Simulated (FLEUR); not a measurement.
### Magnetic state of 1 ML Fe on Ru(0001), fcc site, 1 substrate layers from several starts

The cell holds 4 atoms: 2 Ru and 2 Fe. Its edges and angles: a = 2.706 Å, b = 5.412 Å, c = 16.094 Å, α = 90.0°, β = 90.0°, γ = 120.0°. pseudomorphic film on the measured substrate lattice, hard-sphere layer spacings, unrelaxed, 14 A of vacuum. Vacuum lies along c.

- method: LDA (VWN); all-electron FLAPW film, Dirac cores, scalar-relativistic bands (and 1 further level or step)
- program: FLEUR MaX-R8.1
- settings of one run: kmax 3.6 1/bohr, gmax 10.8 1/bohr, muffin tin radii Ru: 2.35, Fe: 2.35 bohr, lmax Ru: [8, 6], Fe: [8, 6], hist occupations, smearing width 0.08 eV, mixer Anderson, mixing 0.03, max iterations 120, stop 2.00e-5 me/bohr³, film mode on, collinear spin, 12×6×1 k-mesh, mesh matched on, starting moments 0 0 2.8 -2.8 μB
- cost: 5 runs, 24 min in all on 4 MPI ranks of Arm Neoverse N1, shared host (the runs of this entry)
- notes: Only 3 starts were tried; other patterns of signs, canted and longer-period orders were not. With one substrate layer the cell is a free-standing, unrelaxed film and no surface; fcc and hcp sites are then the same.
- lowest state found: antiferromagnetic (initial antiferro q=(0,1/2,0) +-)
- largest site spin moment: 2.60 μB
- next finished state: ferromagnetic, with opposed induced moments, 42.4 meV a seeded atom higher
- energy gained by spin polarisation: 350 meV a seeded atom
- orbital moment on the atom of largest spin, along its spin (spin–orbit run): 0.0805 μB

The lowest state found is antiferromagnetic, reached from the start antiferro q=(0,1/2,0) +-, with moments up to 2.60 μB. The next finished state costs 42 meV a seeded atom.

[Hosts, paths, dates, database ids (printed as entryN), source tags and the programs' standing remarks are cut or masked in the printed files.]

[Where a cell is said to come from a database of computed structures, the database is the Materials Project.]
